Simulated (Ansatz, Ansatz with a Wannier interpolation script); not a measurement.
# Cs2PdCl4 (P4/mmm): what limits a Wannier interpolation of GW, part 2 of 2

Wanted: errors and cost of interpolated bands of Cs2PdCl4 (P4/mmm) under coarser or faulty settings.

Ansatz 0.2.0; maximally localised Wannier functions, LDA, plane waves, PAW; PAW set soft_1. Known limits of the many-body steps: not at the basis limit; no spin polarisation; d states lean on the start; no spin-orbit coupling; coarse k mesh.

So far. Step 3 (Wannier model on 2×2×4): Near the gap the model misses directly solved bands by 2.0 meV r.m.s. and by 13 meV at most in the window tested. This tests the starting bands, not the corrections carried with them.

## 5. G0W0: 2×2×4 mesh, 768 empty bands, screening to 120 eV, PAW set soft_1 files

G0W0 replaces the xc potential by the self-energy, built once from these orbitals. Only a window of levels is corrected, while the sums run over the empty bands that the input names.

This step: G0W0 on LDA, plane waves, PAW; PAW set soft_1.

Contents of input.yaml:

```yaml
crystal:
  lattice:
    - [7.4158, 0.0, 0.0]
    - [0.0, 7.4158, 0.0]
    - [0.0, 0.0, 4.6792]
  atoms:
    - { symbol: Cs, position: [0.0, 0.5, 0.5] }
    - { symbol: Cs, position: [0.5, 0.0, 0.5] }
    - { symbol: Pd, position: [0.0, 0.0, 0.0] }
    - { symbol: Cl, position: [0.221, 0.221, 0.0] }
    - { symbol: Cl, position: [0.779, 0.221, 0.0] }
    - { symbol: Cl, position: [0.779, 0.779, 0.0] }
    - { symbol: Cl, position: [0.221, 0.779, 0.0] }
kpoints:
  mp_grid: { grid: [2, 2, 4] }
hamiltonian:
  xc: lda
  pseudopotentials: { kind: paw, azcp: { folder: soft_1 }, xc_functional: pbe }
scf:
  occupations: { method: fixed }
gw:
  n_empty_bands: 768
  ecut_chi: 120.0
  qp_bands: [v16, c1]
  screening: { model: contour_deformation }
```

Launch:

```bash
$ ansatz run input.yaml --threads 4 --pin off --max-ram 18432MiB --backend cpu --events-out ev --progress --plain --runs-dir out
```

Numbers of over 12 decimals in the logs are rounded to 6 here.

Log:

```text
[...]
Crystal: 7 atoms, lattice volume = 257.328 Å³
Basis set: ecut = 420 eV, 5047 PW (Γ)
Bands: 39, of which v1, the nominal top of the filled ones, is band 32 counted from 1 (31 counted from 0)
Symmetry: 16 space group operations
[...]
k-points: 9 of 16
[...]
8    23     -0.4113   -20.2023     2.7860   -16.3299  0.7256    -1.5872    -1.4978  root ?
[...]
8    30      1.8798   -28.8960     4.1207   -23.7491  0.7460     0.8239     0.8536  root
     8    31      1.8798   -28.8960     4.1207   -23.7491  0.7460     0.8239     0.8536  root
     8    32      1.9368   -29.4535     3.9735   -24.5168  0.7518     0.9532     0.9736  root
     8    33      3.7239   -17.6985    -3.1051   -22.2309  0.7757     5.1739     5.1513  root
[key lines of the parts left out:]
SCF converged after 10 iterations
Free energy (F): -22040.617684 eV
Fermi energy:    2.078538 eV
```

Elapsed: 14 min, on 4 threads of Arm Neoverse V2, shared host; peak memory 4.7 GiB; 55 min of CPU time.

The G0W0 gap on the mesh is 4.091 eV.

## 6. G0W0: 2×2×4 mesh, 356 empty bands, screening to 72 eV, PAW set soft_1 files

input.yaml: that of step 5 with these lines changed.

```diff
@@ -21,4 +21,4 @@
 gw:
-  n_empty_bands: 768
-  ecut_chi: 120.0
+  n_empty_bands: 356
+  ecut_chi: 72
   qp_bands: [v16, c1]
```

Log:

```text
[...]
Crystal: 7 atoms, lattice volume = 257.328 Å³
Basis set: ecut = 420 eV, 5047 PW (Γ)
Bands: 39, of which v1, the nominal top of the filled ones, is band 32 counted from 1 (31 counted from 0)
Symmetry: 16 space group operations
[...]
k-points: 9 of 16
[...]
8    23     -0.4113   -20.2023     2.9902   -16.3299  0.7275    -1.3730    -1.2935  root ?
[...]
8    30      1.8798   -28.8960     4.3170   -23.7491  0.7515     1.0333     1.0499  root
     8    31      1.8798   -28.8960     4.3170   -23.7491  0.7515     1.0333     1.0499  root
     8    32      1.9368   -29.4535     4.1677   -24.5168  0.7550     1.1558     1.1679  root
     8    33      3.7239   -17.6985    -2.8741   -22.2309  0.7827     5.4168     5.3822  root
[key lines of the parts left out:]
SCF converged after 10 iterations
Free energy (F): -22040.617684 eV
Fermi energy:    2.078538 eV
```

Wall time 2.4 min (4 threads); peak memory 1.8 GiB.

The G0W0 gap on the mesh is 4.104 eV.

## 7. G0W0: 2×2×4 mesh, 768 empty bands, screening to 120 eV, plasmon pole, PAW set soft_1 files

input.yaml: that of step 6 with these lines changed.

```diff
@@ -21,5 +21,5 @@
 gw:
-  n_empty_bands: 356
-  ecut_chi: 72
+  n_empty_bands: 768
+  ecut_chi: 120.0
   qp_bands: [v16, c1]
-  screening: { model: contour_deformation }
+  screening: { model: godby_needs }
```

Log:

```text
[...]
Crystal: 7 atoms, lattice volume = 257.328 Å³
Basis set: ecut = 420 eV, 5047 PW (Γ)
Bands: 39, of which v1, the nominal top of the filled ones, is band 32 counted from 1 (31 counted from 0)
Symmetry: 16 space group operations
[...]
k-points: 9 of 16
[...]
2    19     -1.1089   -25.2795     4.2854   -19.8282  0.8251    -2.4018    -2.2748  root ?
[...]
8    30      1.8798   -28.8960     4.1674   -23.7491  0.7725     0.8976     0.9004  root
     8    31      1.8798   -28.8960     4.1674   -23.7491  0.7725     0.8976     0.9004  root
     8    32      1.9368   -29.4535     4.0484   -24.5168  0.7753     1.0372     1.0485  root
     8    33      3.7239   -17.6985    -2.9643   -22.2309  0.7893     5.3087     5.2920  root
[key lines of the parts left out:]
SCF converged after 10 iterations
Free energy (F): -22040.617684 eV
Fermi energy:    2.078538 eV
```

Run time: 26 min. Hardware: 4 threads; peak memory 4.7 GiB.

The G0W0 gap on the mesh is 4.163 eV.

## 8. Interpolated results

Times are wall times on 4 threads of Arm Neoverse V2, shared host, good to a factor of about two.

| GW mesh | empty bands | cutoff (eV) | frequency | gap on mesh (eV) | gap over zone (eV) | direct gap (eV) | valence width (eV) | GW time |
| --- | --- | --- | --- | --- | --- | --- | --- | --- |
| 2×2×4 | 768 | 120 | contour deformation | 4.091 | 4.091 | 4.091 | 4.097 | 14 min |
| 2×2×4 | 356 | 72 | contour deformation | 4.104 | 4.104 | 4.104 | 4.079 | 2.4 min |
| 2×2×4 | 768 | 120 | plasmon pole | 4.163 | 4.163 | 4.163 | 4.303 | 26 min |

## 9. Results

```yaml
2x2x4_mesh_768_empty_bands_screening_to_120_ev_paw_set_soft_1_files: 4.09 eV
2x2x4_mesh_356_empty_bands_screening_to_72_ev_paw_set_soft_1_files: 4.10 eV
2x2x4_mesh_768_empty_bands_screening_to_120_ev_plasmon_pole_paw_set_soft_1_files: 4.16 eV
```

**Reading.** The largest change, +0.07 eV in the gap over the zone, comes with 2×2×4 mesh, 768 empty bands, screening to 120 eV, plasmon pole, PAW set soft_1 files. The first run is a reference, not a converged one, and where a row moves several settings no single cause can be named. Coarser Wannier mesh (2×2×4): the miss near the gap goes from under 1 (the model on 4×4×8) to 2 meV and the total spread from 25.5 to 24.1 Å². With 2×2×4 mesh, 356 empty bands, screening to 72 eV, PAW set soft_1 files the gap over the zone moves by +0.01 eV and that on the mesh by +0.01 eV. With 2×2×4 mesh, 768 empty bands, screening to 120 eV, plasmon pole, PAW set soft_1 files the gap over the zone moves by +0.07 eV and that on the mesh by +0.07 eV. Gaps over the zone and on the mesh differ where an edge lies off the mesh, or where a GW run starts from another density: the starting gap over the zone is 1.626 eV, on the GW meshes it is 1.626 eV. The 2×2×4 mesh is coarse for this cell (its supercell is 15 Å along the shortest edge). The RPA ε∞ on it, from the LDA start, is 2.35 and 2.72; such meshes misread the long-range screening, most where the gap is narrow. The runs have no spin polarisation. For a closed low-spin shell that is the natural state; where a d or f shell is open it is a constraint, and the gap is then not the crystal's own. With d states at the gap, one-shot GW leans hard on its start. The many-body steps are scalar-relativistic: spin-orbit coupling is not in them.

[Paths, hosts, dates, memory and timing lines, banners, echoed tables and standing remarks are left out of the program output.]

[Logs are printed without paths, hosts, clocks, repeated set-up lines and the standing remarks that a program may print on its own settings, such as how far it seeks lower states.]

[Runs of the session that timed out or met a known fault of the program may be left out.]

[Hosts, paths, dates, database ids (printed as entryN), source tags and the programs' standing remarks are cut or masked in the printed files.]
